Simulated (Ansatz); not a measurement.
**A hypothetical structure for Fe2RuSe4**

This structure for Fe2RuSe4 is made up. Its elements were placed in a known structure type with a cell scaled to their sizes. What cell does the guess relax to, and how far off was it?

Method: DFT, PBEsol, plane-wave PAW, files of the set soft_1, scalar-relativistic, ferromagnetic start, cell and ions relaxed at zero pressure; PAW set soft_1, in the first sound run; inputs show where later runs differ, in Ansatz 0.2.0.

## Step 1: The starting structure

The structure is monoclinic, space group C2/m (No. 12). Conventional cell: a = 12.139 Å, b = 3.409 Å, c = 6.134 Å, α = 90.00°, β = 116.85°, γ = 90.00°. Nearest to Ru lie 6 Se at 2.42 to 2.49 Å. Nearest to Se lie 3 Fe at 2.36 to 2.47 Å and 1 Ru at 2.49 Å. Nearest to Se lie 2 Ru at 2.42 Å and 3 Fe at 2.53 to 2.54 Å. Nearest to Fe lie 6 Se at 2.36 to 2.54 Å. Farther neighbours and most contacts between anions are not listed.

## Step 2: Relaxing cell and atoms

The guess takes its coordinates from another compound and its volume from a rule, so the cell and any free coordinates are relaxed together.

Contents of input.yaml:

```yaml
crystal:
  lattice:
    - [6.0695, -1.7045, 0.0]
    - [6.0695, 1.7045, 0.0]
    - [-2.770459726, 0.0, 5.472705812]
  atoms:
    - { symbol: Ru, position: [0.0, 0.0, 0.0], spin: 1.0 }
    - { symbol: Se, position: [0.1056, 0.1056, 0.4542] }
    - { symbol: Se, position: [0.8944, 0.8944, 0.5458] }
    - { symbol: Se, position: [0.3637, 0.3637, 0.0195] }
    - { symbol: Se, position: [0.6363, 0.6363, 0.9805] }
    - { symbol: Fe, position: [0.2616, 0.2616, 0.3009], spin: 3.0 }
    - { symbol: Fe, position: [0.7384, 0.7384, 0.6991], spin: 3.0 }
magnetization:
  spin_polarized: true
kpoints:
  mp_grid: { grid: [8, 8, 5] }
scf:
  occupations: { method: fermi_dirac, width: 0.05 }
hamiltonian:
  xc: pbesol
  pseudopotentials: { kind: paw, azcp: { folder: soft_1 }, xc_functional: pbe }
relax:
  f_tol: 0.015
  max_steps: 70
  cell: {}
output:
  forces: true
  stress: true
```

On the command line:

```console
$ ansatz run input.yaml --threads 4 --pin off --max-ram 10240MiB --backend cpu --events-out ev --progress --plain --runs-dir out
```

Numbers of over 12 decimals in the logs are rounded to 6 here.

Output:

```text
Engine: ansatz 0.2.0, x86_64-unknown-linux-gnu
Pseudopotentials: kind: paw
Pseudopotential: Ru, paw, valence charge 16, recommended cutoff 420 eV (normal), soft_1/Ru.paw.azcp
Pseudopotential: Se, paw, valence charge 16, recommended cutoff 420 eV (normal), soft_1/Se.paw.azcp
Pseudopotential: Fe, paw, valence charge 16, recommended cutoff 420 eV (normal), soft_1/Fe.paw.azcp
Functional definition: PBEsol
  exchange = pbesol_x
  correlation = pbesol_c
Crystal: 7 atoms, lattice volume = 113.235 Å³
Basis set: ecut = 420 eV, 2215 PW (Γ), exchange–correlation on 90×90×90 points (8 copies of the dense FFT grid, shifted against one another)
Bands: 72, of which v1, the nominal top of the filled ones, is band 56 counted from 1 (55 counted from 0)
Symmetry: 4 space group operations
Space group: C2/m (ITA 12), of the structure as read, at distance tolerance 4.8e-5 Å
Magnetic group: BNS 12.58 (UNI 65), of the structure as read, at distance tolerance 4.8e-5 Å
k-points: 93 of 320
Non-local potential: Ru, projectors of the file, l = 0: 3, l = 1: 2, l = 2: 2, l = 3: 1
Non-local potential: Se, projectors of the file, l = 0: 2, l = 1: 2, l = 2: 3, l = 3: 1
Non-local potential: Fe, projectors of the file, l = 0: 3, l = 1: 2, l = 2: 3, l = 3: 1
PAW form: soft (Blöchl's): semilocal exchange-correlation on the pseudo side does not see the compensation charge
PAW frozen core: Ru, regenerated for the run's functional, and the local potential with it (the file was generated under x = pbe(κ = 0.804, μ = 0.219515), c = pbe(β = 0.066725))
PAW frozen core: Se, regenerated for the run's functional, and the local potential with it (the file was generated under x = pbe(κ = 0.804, μ = 0.219515), c = pbe(β = 0.066725))
PAW frozen core: Fe, regenerated for the run's functional, and the local potential with it (the file was generated under x = pbe(κ = 0.804, μ = 0.219515), c = pbe(β = 0.066725))
PAW one-centre angular grid: Ru, 590 points (default); XC on 64 Gauss nodes
PAW one-centre angular grid: Se, 590 points (default); XC on 64 Gauss nodes
PAW one-centre angular grid: Fe, 590 points (default); XC on 64 Gauss nodes
Initial density: superposition of atomic densities (chi_scale 0.1, normalization cell, long waves kept (reshape's long-wave potential 0.06 eV rms))
Starting moments: Σ|m| = 7 μB on 3 of 7 sites
Initial wavefunctions: pseudopotential atomic-orbital guess
Functional: x = pbesol(κ = 0.804, μ = 0.123457), c = pbesol(β = 0.046)
SCF iter   1: F=—  HF=-36411.254939 eV  |F-HF|=—  |Δ(HF+E_count)|=         —  Δρ=5.70e-2 (↑4.94e-2 ↓5.70e-2)  dr2=2.44e1  dr2_m=1.92e-1  M=5.602 μB ∫|m|=5.921 μB  β_m=0.30  ethr=3.10e-3  ⟨swp⟩=5.8  Hψ=46506  notcnv=0  defer=31
Mixer restart at iter 1: flushing history
preconditioner: auto → Kerker (q_TF=auto, 2.723 Å⁻¹)  [metal: Δε(μ)=0.002 eV  Ē_g=9.864 eV  σ=0.050 eV  W_gap=0.01  n_scr=38 (ndim 8)  ℏωp=24.2 eV  f_vac=0.002  D(μ)=6.85/eV (n_scr^D=70)]
spin=Collinear: Kerker preconditioning applied to the charge; magnetization (m = ρ↑ − ρ↓) channel mixes plain (no charge-response kernel on spin).
SCF iter   2: F=—  HF=-36412.721421 eV  |F-HF|=—  |Δ(HF+E_count)|=    1.47e0  Δρ=3.67e-2 (↑2.84e-2 ↓3.67e-2)  dr2=1.06e1  dr2_m=2.14e-1  M=5.374 μB ∫|m|=5.746 μB  β_m=0.47  ethr=3.10e-3  ⟨swp⟩=3.0  Hψ=21393  notcnv=0  defer=1273
SCF iter   3: F=—  HF=-36412.856828 eV  |F-HF|=—  |Δ(HF+E_count)|=   1.35e-1  Δρ=2.73e-2 (↑1.21e-2 ↓2.73e-2)  dr2=3.65e0  dr2_m=1.93e-1  M=4.758 μB ∫|m|=5.216 μB  β_m=0.56  ethr=3.10e-3  ⟨swp⟩=2.8  Hψ=19179  notcnv=0  defer=1280
SCF iter   4: F=—  HF=-36412.512673 eV  |F-HF|=—  |Δ(HF+E_count)|=   3.44e-1  Δρ=2.11e-2 (↑2.11e-2 ↓1.17e-2)  dr2=7.56e-1  dr2_m=1.14e-1  M=4.223 μB ∫|m|=4.680 μB  β_m=0.71  ethr=3.10e-3  ⟨swp⟩=3.0  Hψ=18608  notcnv=0  defer=1289
SCF iter   5: F=—  HF=-36412.820702 eV  |F-HF|=—  |Δ(HF+E_count)|=   3.08e-1  Δρ=1.04e-2 (↑1.04e-2 ↓5.81e-3)  dr2=2.66e-1  dr2_m=1.38e-2  M=4.068 μB ∫|m|=4.469 μB  β_m=0.86  ethr=6.75e-4  ⟨swp⟩=3.0  Hψ=20759  notcnv=0  defer=1293
SCF iter   6: F=—  HF=-36412.852818 eV  |F-HF|=—  |Δ(HF+E_count)|=         —  Δρ=3.95e-3 (↑3.65e-3 ↓3.95e-3)  dr2=1.62e-2  dr2_m=1.33e-2  M=3.872 μB ∫|m|=4.297 μB  β_m=0.86  ethr=2.38e-4  ⟨swp⟩=3.0  Hψ=18669  notcnv=0  defer=1293
Mixer restart at iter 6: flushing history
SCF iter   7: F=—  HF=-36412.854541 eV  |F-HF|=—  |Δ(HF+E_count)|=   1.72e-3  Δρ=2.57e-3 (↑1.46e-3 ↓2.57e-3)  dr2=1.26e-2  dr2_m=3.58e-3  M=3.816 μB ∫|m|=4.242 μB  β_m=0.93  ethr=1.44e-5  ⟨swp⟩=2.4  Hψ=22916  notcnv=0  defer=1283
SCF iter   8: F=—  HF=-36412.852622 eV  |F-HF|=—  |Δ(HF+E_count)|=   1.92e-3  Δρ=1.55e-3 (↑1.23e-3 ↓1.55e-3)  dr2=6.23e-3  dr2_m=6.02e-5  M=3.802 μB ∫|m|=4.221 μB  β_m=0.78  ethr=1.13e-5  ⟨swp⟩=2.0  Hψ=23803  notcnv=0  defer=1292
SCF iter   9: F=—  HF=-36412.852636 eV  |F-HF|=—  |Δ(HF+E_count)|=   1.41e-5  Δρ=8.02e-4 (↑8.02e-4 ↓2.74e-4)  dr2=1.24e-3  dr2_m=2.41e-4  M=3.807 μB ∫|m|=4.229 μB  β_m=0.69  ethr=5.57e-6  ⟨swp⟩=2.0  Hψ=24866  notcnv=0  defer=1291
SCF iter  10: F=—  HF=-36412.852371 eV  |F-HF|=—  |Δ(HF+E_count)|=   2.65e-4  Δρ=6.61e-4 (↑2.15e-4 ↓6.61e-4)  dr2=7.42e-4  dr2_m=1.19e-4  M=3.818 μB ∫|m|=4.239 μB  β_m=0.84  ethr=1.11e-6  ⟨swp⟩=2.0  Hψ=22346  notcnv=0  defer=1291
SCF iter  11: F=—  HF=-36412.852544 eV  |F-HF|=—  |Δ(HF+E_count)|=   1.73e-4  Δρ=2.57e-4 (↑2.57e-4 ↓1.96e-4)  dr2=2.06e-4  dr2_m=3.65e-5  M=3.826 μB ∫|m|=4.249 μB  β_m=0.84  ethr=6.63e-7  ⟨swp⟩=2.0  Hψ=20302  notcnv=0  defer=1291
SCF iter  12: F=—  HF=-36412.852481 eV  |F-HF|=—  |Δ(HF+E_count)|=   6.28e-5  Δρ=2.09e-4 (↑1.33e-4 ↓2.09e-4)  dr2=1.80e-4  dr2_m=2.17e-6  M=3.828 μB ∫|m|=4.252 μB  β_m=0.92  ethr=1.84e-7  ⟨swp⟩=2.0  Hψ=20290  notcnv=0  defer=1291
SCF iter  13: F=—  HF=-36412.852471 eV  |F-HF|=—  |Δ(HF+E_count)|=   1.04e-5  Δρ=3.88e-5 (↑2.68e-5 ↓3.88e-5)  dr2=6.13e-6  dr2_m=8.57e-8  M=3.830 μB ∫|m|=4.254 μB  β_m=0.86  ethr=1.60e-7  ⟨swp⟩=2.0  Hψ=14713  notcnv=0  defer=1291
SCF iter  14: F=—  HF=-36412.852467 eV  |F-HF|=—  |Δ(HF+E_count)|=   3.28e-6  Δρ=1.21e-5 (↑9.38e-6 ↓1.21e-5)  dr2=7.86e-7  dr2_m=1.23e-8  M=3.830 μB ∫|m|=4.254 μB  β_m=0.85  ethr=5.47e-9  ⟨swp⟩=2.0  Hψ=22174  notcnv=0  defer=1291
SCF iter  15: F=—  HF=-36412.852467 eV  |F-HF|=—  |Δ(HF+E_count)|=   6.09e-8  Δρ=7.47e-6 (↑7.47e-6 ↓4.71e-6)  dr2=2.27e-7  dr2_m=4.44e-9  M=3.830 μB ∫|m|=4.254 μB  β_m=0.87  ethr=7.02e-10  ⟨swp⟩=2.0  Hψ=15981  notcnv=0  defer=1291
SCF iter  16: F=—  HF=-36412.852467 eV  |F-HF|=—  |Δ(HF+E_count)|=   1.53e-8  Δρ=2.69e-6 (↑2.69e-6 ↓2.32e-6)  dr2=6.00e-8  dr2_m=1.27e-10  M=3.830 μB ∫|m|=4.254 μB  β_m=0.87  ethr=2.03e-10  ⟨swp⟩=2.3  Hψ=20221  notcnv=0  defer=1291
[...]
relax step  13: F+E_penalty+E_count = -36413.10268271 eV  Δ(F+E_penalty+E_count) = -1.136e-2 eV  max|allowed force component| = 4.137e-2 eV/Å  Δτ_max = 0.0488 Å  P = -0.016 GPa  Ω = 111.066 Å³  energy of the carried Pulay correction = +1.230e-3 eV  (21 SCF iters, accepted)
relax step  14: F+E_penalty+E_count = -36413.10301171 eV  Δ(F+E_penalty+E_count) = -3.290e-4 eV  max|allowed force component| = 5.634e-2 eV/Å  Δτ_max = 0.0113 Å  P = -0.006 GPa  Ω = 110.881 Å³  energy of the carried Pulay correction = +1.336e-3 eV  (13 SCF iters, dr2 threshold 1.07e-7 eV, accepted)
relax step  15: F+E_penalty+E_count = -36413.10355244 eV  Δ(F+E_penalty+E_count) = -5.407e-4 eV  max|allowed force component| = 1.234e-2 eV/Å  Δτ_max = 0.0046 Å  P = -0.028 GPa  Ω = 110.964 Å³  energy of the carried Pulay correction = +1.288e-3 eV  (9 SCF iters, dr2 threshold 1.98e-7 eV, accepted)
relax step  16: F+E_penalty+E_count = -36413.10361246 eV  Δ(F+E_penalty+E_count) = -6.002e-5 eV  max|allowed force component| = 4.559e-3 eV/Å  Δτ_max = 0.0018 Å  P = +0.011 GPa  Ω = 110.945 Å³  energy of the carried Pulay correction = +1.299e-3 eV  (10 SCF iters, dr2 threshold 2.69e-8 eV, accepted)
relax step  17: F+E_penalty+E_count = -36413.10293740 eV  Δ(F+E_penalty+E_count) = +6.751e-4 eV  max|allowed force component| = 4.455e-3 eV/Å  Δτ_max = 0.0000 Å  P = +0.014 GPa  Ω = 110.945 Å³  stress off target by 6.37e-2 GPa  SCF on the basis re-selected at this cell (its energy is not comparable with the rows above)  (13 SCF iters)
relax step  18: F+E_penalty+E_count = -36413.10295102 eV  Δ(F+E_penalty+E_count) = -1.361e-5 eV  max|allowed force component| = 4.718e-4 eV/Å  Δτ_max = 0.0007 Å  P = +0.007 GPa  Ω = 110.947 Å³  energy of the carried Pulay correction = -1.211e-6 eV  (9 SCF iters, dr2 threshold 1.01e-8 eV, accepted)
iter 1 solved again at ethr=7.79e-8 eV; its pass at ethr=3.10e-3 eV (dr2=8.73e-5 eV) is discarded
SCF iter   1: F=—  HF=-36413.102867 eV  |F-HF|=—  |Δ(HF+E_count)|=         —  Δρ=2.14e-5 (↑2.14e-5 ↓2.14e-5)  dr2=4.27e-8  dr2_m=1.30e-11  M=-0.000 μB ∫|m|=0.000 μB  β_m=0.65  ethr=7.79e-8  ⟨swp⟩=3.6  Hψ=86620  notcnv=0
preconditioner: auto → Kerker (q_TF=auto, 2.171 Å⁻¹)  [metal: Δε(μ)=0.023 eV  Ē_g=9.915 eV  σ=0.050 eV  W_gap=0.12  n_scr=20 (ndim 8)  ℏωp=24.4 eV  f_vac=0.016  D(μ)=4.25/eV (n_scr^D=38)]
spin=Collinear: Kerker preconditioning applied to the charge; magnetization (m = ρ↑ − ρ↓) channel mixes plain (no charge-response kernel on spin).
SCF iter   2: F=—  HF=-36413.102949 eV  |F-HF|=—  |Δ(HF+E_count)|=   8.16e-5  Δρ=7.66e-6 (↑7.65e-6 ↓7.66e-6)  dr2=5.71e-9  dr2_m=2.03e-11  M=-0.000 μB ∫|m|=0.000 μB  β_m=0.65  ethr=3.81e-11  ⟨swp⟩=3.0  Hψ=30250  notcnv=0
SCF iter   3: F=—  HF=-36413.102949 eV  |F-HF|=—  |Δ(HF+E_count)|=   5.87e-7  Δρ=5.65e-7 (↑5.65e-7 ↓4.71e-7)  dr2=3.78e-10  dr2_m=5.58e-12  M=-0.000 μB ∫|m|=0.000 μB  β_m=0.57  ethr=5.10e-12  ⟨swp⟩=2.0  Hψ=14983  notcnv=0
SCF iter   4: F=—  HF=-36413.102949 eV  |F-HF|=—  |Δ(HF+E_count)|=   1.22e-9  Δρ=1.97e-7 (↑9.57e-8 ↓1.97e-7)  dr2=2.11e-11  dr2_m=1.61e-11  M=-0.000 μB ∫|m|=0.000 μB  β_m=0.58  ethr=1.00e-12  ⟨swp⟩=2.0  Hψ=21814  notcnv=0
SCF iter   5: F=—  HF=-36413.102949 eV  |F-HF|=—  |Δ(HF+E_count)|=  1.46e-11  Δρ=1.10e-7 (↑9.45e-8 ↓1.10e-7)  dr2=3.72e-12  dr2_m=1.02e-11  M=-0.000 μB ∫|m|=0.000 μB  β_m=0.79  ethr=1.00e-12  ⟨swp⟩=1.0  Hψ=13392  notcnv=0
SCF iter   6: F=-36413.102949 eV  HF=-36413.102949 eV  |F-HF|=0.00e0  |Δ(HF+E_count)|=    0.00e0  Δρ=3.33e-8 (↑1.43e-8 ↓3.33e-8)  dr2=3.15e-12  dr2_m=2.42e-13  M=-0.000 μB ∫|m|=0.000 μB  ethr=1.00e-12  ⟨swp⟩=3.0  Hψ=42240  notcnv=0
the starting moments were not kept: the SCF closed with an absolute magnetisation of 5.3e-6 μB, where they sum to 7 μB in size (3 sites). That is at most 0.1 of that sum. Measured as dr2_m measures the in/out step, that magnetisation stands 1.5e-11 eV from none, at or under the dr2_threshold of 7.0e-11 eV: it is no larger than a step whose dr2_m would equal this threshold.
SCF 19 converged in 6 iterations: F = -36413.102949 eV  dr2 = 3.15e-12
relax step  19: F+E_penalty+E_count = -36413.10294942 eV  Δ(F+E_penalty+E_count) = +1.593e-6 eV  max|allowed force component| = 4.734e-4 eV/Å  Δτ_max = 0.0000 Å  P = +0.007 GPa  Ω = 110.947 Å³  stress off target by 9.47e-3 GPa  SCF on the basis re-selected at this cell (its energy is not comparable with the rows above)  (6 SCF iters)
basis re-selected at this cell: Δ(F+E_penalty+E_count) = +1.593e-6 eV, ΔP = +0.000 GPa vs the last step (what re-selecting the basis moved, of the pressure what is left beyond the Pulay correction that the steps carried, after the strain that the cell walked since its last selection, with what the two solves' SCF thresholds leave and, on support functions, any second-order correction that the steps lacked; it is no m [...]
SCF converged after 6 iterations
Magnetization: -0.0000 μB (56.0000 up, 56.0000 down)
Absolute magnetization: 0.0000 μB (∫|ρ↑−ρ↓|, with the PAW one-centre terms)
Spin contamination: 0.0000 ħ² per cell (⟨S²⟩ above its minimum at these occupations)
Per-site moments (μB) at R_I (Å): [(3.733255973623206e-7, 1.018080), (4.1603854530143284e-8, 0.960351), (4.160385490777621e-8, 0.960351), (3.325153829695095e-8, 0.995304), (3.3251538592253964e-8, 0.995304), (-2.1036638756279265e-6, 0.960351), (-2.103663875427654e-6, 0.960351)]
Free energy (F): -36413.102949 eV
Harris-Foulkes:  -36413.102949 eV  (|F-HF|=0.00e0)
Internal energy: -36413.066767 eV  (E = F + TS)
E sigma→0 (E₀):  -36413.084858 eV
Entropy (-TS):   -0.036183 eV (-5.169 meV/atom)
Fermi energy:    14.869023 eV
--- Per-component energies (eV) ---
  E_band       = -1907.254989
  E_kinetic    = 1581.949976
  E_local      = -16052.256362  (includes V_loc(G=0)·N_el)
  E_nonlocal   = -404.519179
  E_hartree    = 7768.026677
  E_xc         = -732.023409
  E_vxc        = -866.089959  (∫ρ·V_xc dr)
  E_paw        = -14492.494875  (= ΣΔE_a)
  E_vpaw       = -1702.390185  (= ΣTr[D̂ρ^β])
  E_aug_tail   = -0.002735  (compensation charges beyond the density's cutoff)
  E_ewald      = -14086.392368
  E_core_change = 4.645508  (= ΣΔE_core)
  E_smearing   = -0.036183  (= −TS)
  E_closure    = -0.000000  (closes the sum)
  Σ components = -36413.102949   (vs F -36413.102949, Δ=0.00e0)
--- Forces (eV/Å), atoms counted from 1 ---
  atom   1  Ru     0.00000000     0.00000000    -0.00000000
  atom   2  Se    -0.00010801    -0.00000000    -0.00028530
  atom   3  Se     0.00010801     0.00000000     0.00028530
  atom   4  Se     0.00010098     0.00000000     0.00047340
  atom   5  Se    -0.00010098    -0.00000000    -0.00047340
  atom   6  Fe     0.00032599     0.00000000     0.00014619
  atom   7  Fe    -0.00032599    -0.00000000    -0.00014619
  max |Σ_I F_I| component: 5.42e-20 eV/Å
--- Stress (GPa, compression-positive) ---
        0.007191       0.000000       0.000060
        0.000000       0.005738       0.000000
        0.000060       0.000000       0.009464
  P = ⅓ Tr σ = 0.0075 GPa (0.075 kbar)
--- Relaxed structure (17 steps of the walk, 15 accepted, 2 SCFs on fresh bases) ---
  F+E_penalty+E_count = -36413.10294942 eV   max|allowed force component| = 4.734e-4 eV/Å   (the final SCF, on the basis selected at the relaxed cell)
  cell:  # Å, volume = 110.9469 Å³
    - [5.886409, -1.773213, -0.062444]
    - [5.886409, 1.773213, -0.062444]
    - [-2.743191, -2.86360440441839e-17, 5.343741]
  atoms:
    - { symbol: Ru, position: [0, 0, -1.9245049957699932e-19] }
    - { symbol: Se, position: [0.116867, 0.116867, 0.464195] }
    - { symbol: Se, position: [0.883133, 0.883133, 0.535805] }
    - { symbol: Se, position: [0.356613, 0.356613, 0.015655] }
    - { symbol: Se, position: [0.643387, 0.643387, 0.984345] }
    - { symbol: Fe, position: [0.259616, 0.259616, 0.291821] }
    - { symbol: Fe, position: [0.740384, 0.740384, 0.708179] }
```

Run time: 3.1 min. Hardware: 4 threads of AMD EPYC 9B45 (Zen 5), shared host; peak memory 1.5 GiB.

Step by step:

```csv
step,energy less that of the first step (eV),largest force component (eV/Å),pressure (GPa),volume (Å³)
1,0.0000,1.2230,1.38,113.24
2,-0.1854,0.3078,-1.71,114.79
3,-0.2156,0.0713,-0.18,113.52
4,-0.2191,0.0538,-0.10,113.38
5,-0.2222,0.0397,-0.04,113.00
6,-0.2229,0.0333,-0.11,112.79
7,-0.2235,0.0189,-0.11,112.53
8,-0.2269,0.2342,0.06,111.30
9,-0.2302,0.1762,-0.23,111.48
10,0.0110,1.3387,5.93,107.97
11,-0.2389,0.1265,-0.47,111.43
12,-0.2097,0.5651,0.84,110.67
13,-0.2502,0.0414,-0.02,111.07
14,-0.2505,0.0563,-0.01,110.88
15,-0.2511,0.0123,-0.03,110.96
16,-0.2511,0.0046,0.01,110.94
17*,-0.2505,0.0045,0.01,110.94
18,-0.2505,0.0005,0.01,110.95
19*,-0.2505,0.0005,0.01,110.95
```

Relaxation steps marked * repeat the geometry before them on a plane-wave basis chosen anew for their cell, so energy and pressure can jump there. Relaxation steps 10, 12 were tried and not accepted.

The run keeps the 4 symmetry operations that it works with, so distortions that break them were not tested.

| cell as run | before | after | change |
| --- | --- | --- | --- |
| a (Å) | 6.304 | 6.148 | -2.5 % |
| b (Å) | 6.304 | 6.148 | -2.5 % |
| c (Å) | 6.134 | 6.007 | -2.1 % |
| α (°) | 115.77 | 116.51 | +0.6 % |
| β (°) | 115.77 | 116.51 | +0.6 % |
| γ (°) | 31.37 | 33.53 | +6.9 % |
| volume (Å³/atom) | 16.18 | 15.85 | -2.0 % |

The atoms that moved most (Å, as changes of fractional coordinates times the final cell):

```
atom      dx     dy      dz  length
 Se3  -0.105  0.000  -0.052   0.117
 Se2   0.105  0.000   0.052   0.117
 Se4  -0.073  0.000  -0.020   0.075
 Se5   0.073  0.000   0.020   0.075
 Fe6   0.002  0.000  -0.048   0.048
 Fe7  -0.002  0.000   0.048   0.048
```

Numbers from this step:

| Quantity | Value |
| --- | --- |
| free energy | -36413.1029 eV |
| energy at zero smearing | -36413.0849 eV |
| smearing term TS | 0.03618 eV |
| Fermi energy | 14.87 eV |
| electrons | 112 |
| symmetry operations | 4 |
| pressure | 0.007464 GPa |

Shortest distances by pair of elements, guess and relaxed (not always the same contact):

```csv
pair,guess (Å),relaxed (Å)
Fe–Se,2.361,2.328
Ru–Se,2.416,2.468
Fe–Ru,2.863,2.724
Se–Se,2.862,2.977
Fe–Fe,3.094,3.159
```

The relaxation ends with a largest force component of 4.7e-4 eV/Å and a pressure of 0.01 GPa. The starting moments have collapsed: the run ends non-magnetic.

[end of part 1 of 2]

[Logs are printed without paths, hosts, clocks, repeated set-up lines and the standing remarks that a program may print on its own settings, such as how far it seeks lower states.]

[Hosts, paths, dates, database ids (printed as entryN), source tags and the programs' standing remarks are cut or masked in the printed files.]
